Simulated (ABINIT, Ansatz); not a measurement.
# SiPbSe3 (Pm-3m): zone-centre phonons, part 2 of 4

Which modes does SiPbSe3 (Pm-3m) have at the zone centre?

ABINIT 10.8.3; DFT LDA, scalar-relativistic, plane waves, HGH norm-conserving pseudopotentials.

So far. Step 5 (Relaxation): The volume changes by +0.7 % in this run and stands +14.0 % from the first cell. Step 6 (Self-consistent run for the response): The cell stands at -1.1 GPa: the relaxation ran with a smoothed and higher cutoff, and the difference is a stress of the finite basis. The relaxed cell has a = 4.823 Å (conventional setting).

The structure was built from a prototype and need not be the compound's stable phase.

## 7. Linear response at Γ

At q = 0 one unit cell holds all displacements. The response is solved for single atoms along the cell's directions, and symmetry skips those that follow from others. The crystal is treated as a metal, which screens a static field, so no field response is asked.

Input file dfpt_gamma.abi:

```

# common to the responses
getwfk_filepath "gso_WFK"
kptopt 2
nqpt 1
qpt 0.0 0.0 0.0
asr 0
chneut 0

# displacements
rfphon 1
rfatpol 1 5
rfdir 1 1 1
tolvrs 1.0d-10
prtwf 0

# basis, mesh and filling
ecut 20.0
ixc 7
ngkpt 6 6 6
nshiftk 1
shiftk 0.0 0.0 0.0
istwfk *1
occopt 3
tsmear 0.01
nband 20
nstep 100
diemac 1000000.0
prtebands 0
prtgsr 0

# cell and atoms
acell 3*1.0 Angstrom
rprim 
    4.82315431 0.0 0.0
    0.0 4.82315431 0.0
    0.0 0.0 4.82315431
ntypat 3
znucl 82 14 34
natom 5
typat 1 2 3 3 3
xred 
    0.0 0.0 0.0
    0.5 0.5 0.5
    0.5 0.5 0.0
    0.5 0.0 0.5
    0.0 0.5 0.5
pp_dirpath "./pseudo"
pseudos "Pb.hgh, Si.hgh, Se.hgh"
```

Started as:

```
$ OMP_NUM_THREADS=1 mpirun -n 4 abinit dfpt_gamma.abi > dfpt_gamma.log
```

Numbers of over 12 decimals in the logs are rounded to 6 here.

dfpt_gamma.abo, the main output file:

```text
[banners, grids, parts of the stress and lines that vanish by symmetry left out]
- input  file    -> dfpt_gamma.abi
- output file    -> dfpt_gamma.abo
- root for input  files -> dfpt_gammai
- root for output files -> dfpt_gammao

 Symmetries : space group Pm -3 m (#221); Bravais cP (primitive cubic)
================================================================================
 Values of the parameters that define the memory need of the present run (RF).
     intxc =       0      iscf =       7    lmnmax =       6     lnmax =       6
     mgfft =      40  mpssoang =       3    mqgrid =    3001     natom =       5
  nloc_mem =       1    nspden =       1   nspinor =       1    nsppol =       1
      nsym =      48    n1xccc =       0    ntypat =       3    occopt =       3
   xclevel =       1
-    mband =          20        mffmem =           1         mkmem =          28
-   mkqmem =          28        mk1mem =          28           mpw =        3253
      nfft =       64000          nkpt =         112
- my_mband =          20
================================================================================
================================================================================

--------------------------------------------------------------------------------
------------- Echo of variables that govern the present computation ------------
--------------------------------------------------------------------------------
-
- outvars: echo of selected default values
-   iomode0 =  0 , fftalg0 =312 , wfoptalg0 =  0
-
- outvars: echo of global parameters not present in the input file
-  max_nthreads =    1
-
 -outvars: echo values of preprocessed input variables
 [... echo left out ...]
================================================================================

 chkinp: Checking input parameters for consistency.

[...]
== DATASET  1 ==================================================================
-   mpi_nproc: 4, omp_nthreads: 1 (-1 if OMP is not activated)

--- !DatasetInfo
iteration_state: {dtset: 1, }
dimensions: {natom: 5, nkpt: 112, mband: 20, nsppol: 1, nspinor: 1, nspden: 1, mpw: 3253, }
cutoff_energies: {ecut:  20.0, pawecutdg:  -1.0, }
electrons: {nelect:   2.60000000E+01, charge:   0.00000000E+00, occopt:   3.00000000E+00, tsmear:   1.00000000E-02, }
meta: {optdriver: 1, rfphon: 1, }
...

 mkfilename: getwfk from: gso_WFK

 Exchange-correlation functional for the present dataset will be:
  LDA: Perdew-Wang 92 LSD fit to Ceperley-Alder data - ixc=7
 Citation for XC functional:
  J.P.Perdew and Y.Wang, PRB 45, 13244 (1992)

 Real(R)+Recip(G) space primitive vectors, cartesian coordinates (Bohr,Bohr^-1):
 R(1)=  9.1144407  0.0000000  0.0000000  G(1)=  0.1097160  0.0000000  0.0000000
 R(2)=  0.0000000  9.1144407  0.0000000  G(2)=  0.0000000  0.1097160  0.0000000
 R(3)=  0.0000000  0.0000000  9.1144407  G(3)=  0.0000000  0.0000000  0.1097160
 Unit cell volume ucvol=  7.5716420E+02 bohr^3
 Angles (23,13,12)=  9.00000000E+01  9.00000000E+01  9.00000000E+01 degrees
 setup1 : take into account q-point for computing boxcut.

 getcut: wavevector=  0.0000  0.0000  0.0000  ngfft=  40  40  40
         ecut(hartree)=     20.000   => boxcut(ratio)=   2.17997

--- Pseudopotential description ------------------------------------------------
- pspini: atom type   1  psp file is ./pseudo/Pb.hgh

- pspini: atom type   2  psp file is ./pseudo/Si.hgh

- pspini: atom type   3  psp file is ./pseudo/Se.hgh

   9.57223292E+02                                ecore*ucvol(ha*bohr**3)
--------------------------------------------------------------------------------

 ==>  initialize data related to q vector <==

 The list of irreducible perturbations for this q vector is:
    1)    idir= 1    ipert=   1
    2)    idir= 1    ipert=   2
    3)    idir= 1    ipert=   3
    4)    idir= 3    ipert=   3

[...]
The perturbation idir=   2  ipert=   1 is
 symmetric of a previously calculated perturbation.
 So, its SCF calculation is not needed.

 The perturbation idir=   3  ipert=   1 is
 symmetric of a previously calculated perturbation.
 So, its SCF calculation is not needed.

 The perturbation idir=   2  ipert=   2 is
 symmetric of a previously calculated perturbation.
 So, its SCF calculation is not needed.

 The perturbation idir=   3  ipert=   2 is
 symmetric of a previously calculated perturbation.
 So, its SCF calculation is not needed.

[...]
The perturbation idir=   2  ipert=   5 is
 symmetric of a previously calculated perturbation.
 So, its SCF calculation is not needed.

 The perturbation idir=   3  ipert=   5 is
 symmetric of a previously calculated perturbation.
 So, its SCF calculation is not needed.

--------------------------------------------------------------------------------
 Perturbation wavevector (in red.coord.)   0.000000  0.000000  0.000000
 Perturbation : displacement of atom   1   along direction   1
 Found     8 symmetries that leave the perturbation invariant.

[...]
dfpt_looppert : total number of electrons, from k and k+q
  fully or partially occupied states are    2.600000E+01 and    2.600000E+01.
 Initialisation of the first-order wave-functions :
  ireadwf=   0

--- !BeginCycle
iteration_state: {dtset: 1, }
solver: {iscf: 7, nstep: 100, nline: 4, wfoptalg: 0, }
tolerances: {tolvrs: 1.00E-10, }
...

     iter   2DEtotal(Ha)        deltaE(Ha) residm    vres2
-ETOT  1   30.977436446292     -4.276E+01 3.245E+00 9.716E+04
 ETOT  2 -0.864058     -3.184E+01 3.628E-01 1.018E+03
 ETOT  3  -1.320720     -4.567E-01 5.198E-03 1.957E+02
 ETOT  4  -1.381860     -6.114E-02 3.298E-03 7.501E-01
 ETOT  5  -1.382089     -2.293E-04 4.037E-05 4.505E-03
[...]
At SCF step   10       vres2   =  7.84E-11 < tolvrs=  1.00E-10 =>converged.
[...]
Mean square residual over all n,k,spin=   53.756E-14; max=  38.621E-11

 Thirteen components of 2nd-order total energy (hartree) are
 1,2,3: 0th-order hamiltonian combined with 1st-order wavefunctions
     kin0=   7.55550654E+01 eigvalue=   3.03277983E-01  local=  -3.51709023E+01
 4,5,6: 1st-order hamiltonian combined with 1st and 0th-order wfs
 loc psp =  -3.90882971E+01  Hartree=   1.71231580E+01     xc=  -8.71834709E+00
 note that "loc psp" includes a xc core correction that could be resolved
 7,8,9: eventually, occupation + non-local contributions
    edocc=   1.02924637E+01     enl0=   1.57305241E+01   enl1=  -1.11142182E+02
 1-9 gives the relaxation energy (to be shifted if some occ is /=2.0)
   erelax=  -7.51152397E+01
 10,11,12 Non-relaxation  contributions : frozen-wavefunctions and Ewald
 fr.local=  -1.89617602E+01 fr.nonlo=   5.22521045E+01  Ewald=   4.04428039E+01
 13,14 Frozen wf xc core corrections (1) and (2)
 frxc 1  =   0.00000000E+00  frxc 2 =   0.00000000E+00
 Resulting in :
 2DEtotal=   -0.1382091592E+01 Ha. Also 2DEtotal=   -0.376086281490E+02 eV
    (2DErelax=   -7.5115239743E+01 Ha. 2DEnonrelax=    7.3733148151E+01 Ha)
    (  non-var. 2DEtotal :   -1.3820916071E+00 Ha)

[...]
Perturbation wavevector (in red.coord.)   0.000000  0.000000  0.000000
 Perturbation : displacement of atom   2   along direction   1
 Found     8 symmetries that leave the perturbation invariant.

[...]
dfpt_looppert : total number of electrons, from k and k+q
  fully or partially occupied states are    2.600000E+01 and    2.600000E+01.
 Initialisation of the first-order wave-functions :
  ireadwf=   0

--- !BeginCycle
iteration_state: {dtset: 1, }
solver: {iscf: 7, nstep: 100, nline: 4, wfoptalg: 0, }
tolerances: {tolvrs: 1.00E-10, }
...

     iter   2DEtotal(Ha)        deltaE(Ha) residm    vres2
-ETOT  1   115.67684198585     -1.956E+01 8.585E-01 2.837E+05
[...]
At SCF step   11       vres2   =  2.60E-12 < tolvrs=  1.00E-10 =>converged.
[...]
Mean square residual over all n,k,spin=   62.897E-17; max=  38.644E-14

 Thirteen components of 2nd-order total energy (hartree) are
 1,2,3: 0th-order hamiltonian combined with 1st-order wavefunctions
     kin0=   1.47790023E+02 eigvalue=  -8.91579416E-01  local=  -1.33171953E+02
 4,5,6: 1st-order hamiltonian combined with 1st and 0th-order wfs
 loc psp =   4.75103748E+01  Hartree=   3.65717547E+01     xc=  -1.16246471E+01
 note that "loc psp" includes a xc core correction that could be resolved
 7,8,9: eventually, occupation + non-local contributions
    edocc=   1.02020714E+01     enl0=   8.50966128E+01   enl1=  -3.15454939E+02
 1-9 gives the relaxation energy (to be shifted if some occ is /=2.0)
   erelax=  -1.33972282E+02
 10,11,12 Non-relaxation  contributions : frozen-wavefunctions and Ewald
 fr.local=  -7.28077596E+01 fr.nonlo=   1.67601593E+02  Ewald=   4.04428039E+01
 13,14 Frozen wf xc core corrections (1) and (2)
 frxc 1  =   0.00000000E+00  frxc 2 =   0.00000000E+00
 Resulting in :
 2DEtotal=    0.1264355314E+01 Ha. Also 2DEtotal=    0.344048608120E+02 eV
    (2DErelax=   -1.3397228218E+02 Ha. 2DEnonrelax=    1.3523663750E+02 Ha)
    (  non-var. 2DEtotal :    1.2643552849E+00 Ha)

[...]
Perturbation wavevector (in red.coord.)   0.000000  0.000000  0.000000
 Perturbation : displacement of atom   3   along direction   1
 Found     4 symmetries that leave the perturbation invariant.

[...]
dfpt_looppert : total number of electrons, from k and k+q
  fully or partially occupied states are    2.600000E+01 and    2.600000E+01.
 Initialisation of the first-order wave-functions :
  ireadwf=   0

--- !BeginCycle
iteration_state: {dtset: 1, }
solver: {iscf: 7, nstep: 100, nline: 4, wfoptalg: 0, }
tolerances: {tolvrs: 1.00E-10, }
...

     iter   2DEtotal(Ha)        deltaE(Ha) residm    vres2
-ETOT  1   260.23265611508     -2.265E+02 5.908E+00 6.713E+05
[...]
At SCF step   11       vres2   =  4.49E-12 < tolvrs=  1.00E-10 =>converged.
[...]
Mean square residual over all n,k,spin=   29.266E-17; max=  77.443E-15

 Thirteen components of 2nd-order total energy (hartree) are
 1,2,3: 0th-order hamiltonian combined with 1st-order wavefunctions
     kin0=   4.82186748E+02 eigvalue=  -8.12440541E+00  local=  -2.73949962E+02
 4,5,6: 1st-order hamiltonian combined with 1st and 0th-order wfs
 loc psp =  -2.37277466E+02  Hartree=   1.24503082E+02     xc=  -4.42539793E+01
 note that "loc psp" includes a xc core correction that could be resolved
 7,8,9: eventually, occupation + non-local contributions
    edocc=   1.84266117E+01     enl0=   1.88727735E+02   enl1=  -7.37754196E+02
 1-9 gives the relaxation energy (to be shifted if some occ is /=2.0)
   erelax=  -4.87515831E+02
 10,11,12 Non-relaxation  contributions : frozen-wavefunctions and Ewald
 fr.local=   1.03535272E+02 fr.nonlo=   3.73403555E+02  Ewald=   9.83756981E+00
 13,14 Frozen wf xc core corrections (1) and (2)
 frxc 1  =   0.00000000E+00  frxc 2 =   0.00000000E+00
 Resulting in :
 2DEtotal=   -0.7394346903E+00 Ha. Also 2DEtotal=   -0.201210429615E+02 eV
    (2DErelax=   -4.8751583094E+02 Ha. 2DEnonrelax=    4.8677639625E+02 Ha)
    (  non-var. 2DEtotal :   -7.3943461376E-01 Ha)

[...]
Perturbation wavevector (in red.coord.)   0.000000  0.000000  0.000000
 Perturbation : displacement of atom   3   along direction   3
 Found     8 symmetries that leave the perturbation invariant.

--------------------------------------------------------------------------------

--------------------------------------------------------------------------------

 dfpt_looppert : total number of electrons, from k and k+q
  fully or partially occupied states are    2.600000E+01 and    2.600000E+01.
 Initialisation of the first-order wave-functions :
  ireadwf=   0

--- !BeginCycle
iteration_state: {dtset: 1, }
solver: {iscf: 7, nstep: 100, nline: 4, wfoptalg: 0, }
tolerances: {tolvrs: 1.00E-10, }
...

     iter   2DEtotal(Ha)        deltaE(Ha) residm    vres2
-ETOT  1   375.79961441896     -1.199E+02 8.803E-01 8.956E+05
[...]
ETOT 10   6.648353      1.455E-11 1.093E-12 8.099E-10
 ETOT 11   6.648353     -1.376E-11 3.757E-14 1.335E-11

 At SCF step   11       vres2   =  1.33E-11 < tolvrs=  1.00E-10 =>converged.
[...]
Mean square residual over all n,k,spin=   14.725E-17; max=  37.572E-15

 Thirteen components of 2nd-order total energy (hartree) are
 1,2,3: 0th-order hamiltonian combined with 1st-order wavefunctions
     kin0=   4.58412996E+02 eigvalue=  -1.14992761E+00  local=  -2.52805673E+02
 4,5,6: 1st-order hamiltonian combined with 1st and 0th-order wfs
 loc psp =  -2.43513465E+02  Hartree=   1.32381356E+02     xc=  -4.27900472E+01
 note that "loc psp" includes a xc core correction that could be resolved
 7,8,9: eventually, occupation + non-local contributions
    edocc=   3.16022721E+01     enl0=   1.63407386E+02   enl1=  -7.34603261E+02
 1-9 gives the relaxation energy (to be shifted if some occ is /=2.0)
   erelax=  -4.89058363E+02
 10,11,12 Non-relaxation  contributions : frozen-wavefunctions and Ewald
 fr.local=  -1.32688020E+01 fr.nonlo=   3.63202823E+02  Ewald=   1.45772694E+02
 13,14 Frozen wf xc core corrections (1) and (2)
 frxc 1  =   0.00000000E+00  frxc 2 =   0.00000000E+00
 Resulting in :
 2DEtotal=    0.6648353069E+01 Ha. Also 2DEtotal=    0.180910903248E+03 eV
    (2DErelax=   -4.8905836266E+02 Ha. 2DEnonrelax=    4.9570671573E+02 Ha)
    (  non-var. 2DEtotal :    6.6483529278E+00 Ha)

[...]
---- first-order wavefunction calculations are completed ----

 ==> Compute Derivative Database <==

 [... matrices left out ...]
  Phonon wavevector (reduced coordinates) :  0.00000  0.00000  0.00000
 Phonon energies in Hartree :
  -4.657412E-04 -4.657412E-04 -4.657412E-04 -2.741757E-04 -2.741757E-04
  -2.741757E-04 -2.035969E-04 -2.035969E-04 -2.035969E-04  1.325281E-05
   1.325281E-05  1.325281E-05  1.009421E-03  1.009421E-03  1.009421E-03
 Phonon frequencies in cm-1    :
- -1.022184E+02 -1.022184E+02 -1.022184E+02 -6.017462E+01 -6.017462E+01
- -6.017462E+01 -4.468435E+01 -4.468435E+01 -4.468435E+01  2.908655E+00
-  2.908655E+00  2.908655E+00  2.215423E+02  2.215423E+02  2.215423E+02

== END DATASET(S) ==============================================================
================================================================================

 -outvars: echo values of variables after computation
            acell      1.8897261259E+00  1.8897261259E+00  1.8897261259E+00 Bohr
           etotal      6.6483530685E+00
            fcart      0.0000000000E+00  0.0000000000E+00  0.0000000000E+00
           strten      0.0000000000E+00  0.0000000000E+00  0.0000000000E+00
================================================================================
```

Elapsed: 2 min, on 4 MPI ranks of Arm Neoverse V1, shared host; 7.8 min of CPU time.

Read from the output:

| Item | Value |
| --- | --- |
| largest acoustic frequency at the zone centre before the sum rule | 2.91 cm⁻¹ |
| highest optical zone-centre mode (no LO-TO term) | 221.5 cm⁻¹ |
| lowest optical zone-centre mode | -102.2 cm⁻¹ |

The acoustic modes at Γ come out as far as 2.9 cm⁻¹ from zero, where they should vanish, a small numerical error. The lowest optical mode is imaginary, 102i cm⁻¹, an instability at this level and on this k mesh.

[end of part 2 of 4]

[Host names and launcher messages were left out of these logs when they were recorded.]

[Logs are printed without paths, hosts, clocks, repeated set-up lines and the standing remarks that a program may print on its own settings, such as how far it seeks lower states.]

[Hosts, paths, dates, database ids (printed as entryN), source tags and the programs' standing remarks are cut or masked in the printed files.]
